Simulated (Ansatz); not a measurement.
# How amorphous Cd12Hg24S36 changes with quench rate

Does a slower quench leave a cell of lower energy?

Computed with Ansatz 0.2.0: Kohn-Sham DFT, PBE, PAW (set soft_2). Every run is a single point, with the atoms held where the recipe put them (cutoff of the plane-wave runs 420 eV, gaussian smearing of 0.025 eV).

First member: 72 atoms (12 Cd, 24 Hg, 36 S) placed at random at 6.45 g/cm³, melted at 2500 K for 10 ps at fixed volume with the Stillinger-Weber II-VI potential (Zhou et al., Phys. Rev. B 88, 085309 (2013)). Quenched from 2500 K to 100 K at 10 K/ps and fixed volume, held 5 ps, then minimised at fixed cell.

Last member: 72 atoms (12 Cd, 24 Hg, 36 S) placed at random at 6.45 g/cm³, melted at 2500 K for 10 ps at fixed volume with the Stillinger-Weber II-VI potential (Zhou et al., Phys. Rev. B 88, 085309 (2013)). Quenched from 2500 K to 100 K at 1000 K/ps and fixed volume, held 5 ps, then minimised at fixed cell.

The members:

```
quench rate (K/ps)  reduced formula  atoms  valence electrons  k-mesh        basis  density (g/cm³)
                10          CdHg2S3     72                936   1×1×1  plane waves             6.45
                30          CdHg2S3     72                936   1×1×1  plane waves             6.45
               100          CdHg2S3     72                936   1×1×1  plane waves             6.45
               300          CdHg2S3     72                936   1×1×1  plane waves             6.45
              1000          CdHg2S3     72                936   1×1×1  plane waves             6.45
```

Each cell is one sample from a classical run, so sample-to-sample scatter enters every column.

The input of the first member, without its atom lines; other members have their own cell and atoms, and may differ in mesh, basis and outputs:

```yaml
crystal:
  lattice:
    - [12.3485, 0.0, 0.0]
    - [0.0, 12.3485, 0.0]
    - [0.0, 0.0, 12.3485]
  atoms:
    [... 72 lines ...]
kpoints:
  mp_grid: { grid: [1, 1, 1] }
hamiltonian:
  xc: pbe
scf:
  occupations: { method: gaussian, width: 0.025 }
output:
  forces: true
  stress: true
  populations: true
  dos:
    method: { smearing: { sigma: 0.15 } }
    de: 0.1
    projected: { site_lists: { Cd: [Cd], Hg: [Hg], S: [S] } }
  eigenvalues: true
  write_density: true
  write_potential: true
  volumetric_format: npy
```

Results:

```
quench rate (K/ps)  energy less the first member's (meV/atom)  pressure (GPa)  r.m.s. force (eV/Å)
                10                                        0.0           0.592                0.397
                30                                      -36.1           0.740                0.340
               100                                       42.8          -0.439                0.436
               300                                       98.1          -0.559                0.377
              1000                                      103.0           -1.69                0.400
```

Bonds in each cell, which the recipe sets and DFT didn't move; cutoffs follow each cell's own g(r) within set bounds (mean length in Å, and neighbours of the second kind about the first):

```
quench rate (K/ps)  Hg-S length  Hg-S count  Cd-S length  Cd-S count
                10        2.647        3.38        2.567        3.75
                30        2.647        3.42        2.562        3.92
               100        2.750        3.75        2.586        3.75
               300        2.718        3.38        2.580        3.33
              1000        2.720        3.21        2.625        3.42
```

Cost on 8 threads of Arm Neoverse V2, shared host:

```
quench rate (K/ps)  atoms        basis  k-mesh  SCF cycles  time  host memory (GiB)
                10     72  plane waves   1×1×1          19  34 s                3.0
                30     72  plane waves   1×1×1          21  36 s                3.0
               100     72  plane waves   1×1×1          21  36 s                3.0
               300     72  plane waves   1×1×1          13  28 s                3.0
              1000     72  plane waves   1×1×1          12  28 s                3.0
```

Times include the outputs that each run asked for, on hosts shared with other jobs.

The energy against the first member is lowest at 30 K/ps (-36.1 meV/atom) and highest at 1000 K/ps (103.0 meV/atom), rising overall but not at every step; each member is a single configuration. The slowest quench doesn't give the lowest energy; that at 30 K/ps does, by 36.1 meV/atom, which single samples of this size can't show to be real. The pressure is lowest at 1000 K/ps (-1.7 GPa) and highest at 30 K/ps (0.74 GPa), falling overall but not at every step. The two fastest quenches lie 119 meV/atom above the two slowest on average. All of the 5 members have partly filled levels at the Fermi energy, where the frontier levels stand at most 0.043 eV apart and the tails of the smearing reach across; spin polarisation, left out here, could split them.

**Limits.** No spin–orbit coupling is included, so levels derived from the heavy atoms are approximate. The network of bonds at the start is that of the classical potential that made the cell, and needn't be the one that DFT or experiment would give. The cells aren't relaxed by DFT, which could reorder their energies. Even the slowest of these quenches is many orders faster than a laboratory quench.

[Logs are printed without paths, hosts, clocks, repeated set-up lines and the standing remarks that a program may print on its own settings, such as how far it seeks lower states.]

[Hosts, paths, dates, database ids (printed as entryN), source tags and the programs' standing remarks are cut or masked in the printed files.]
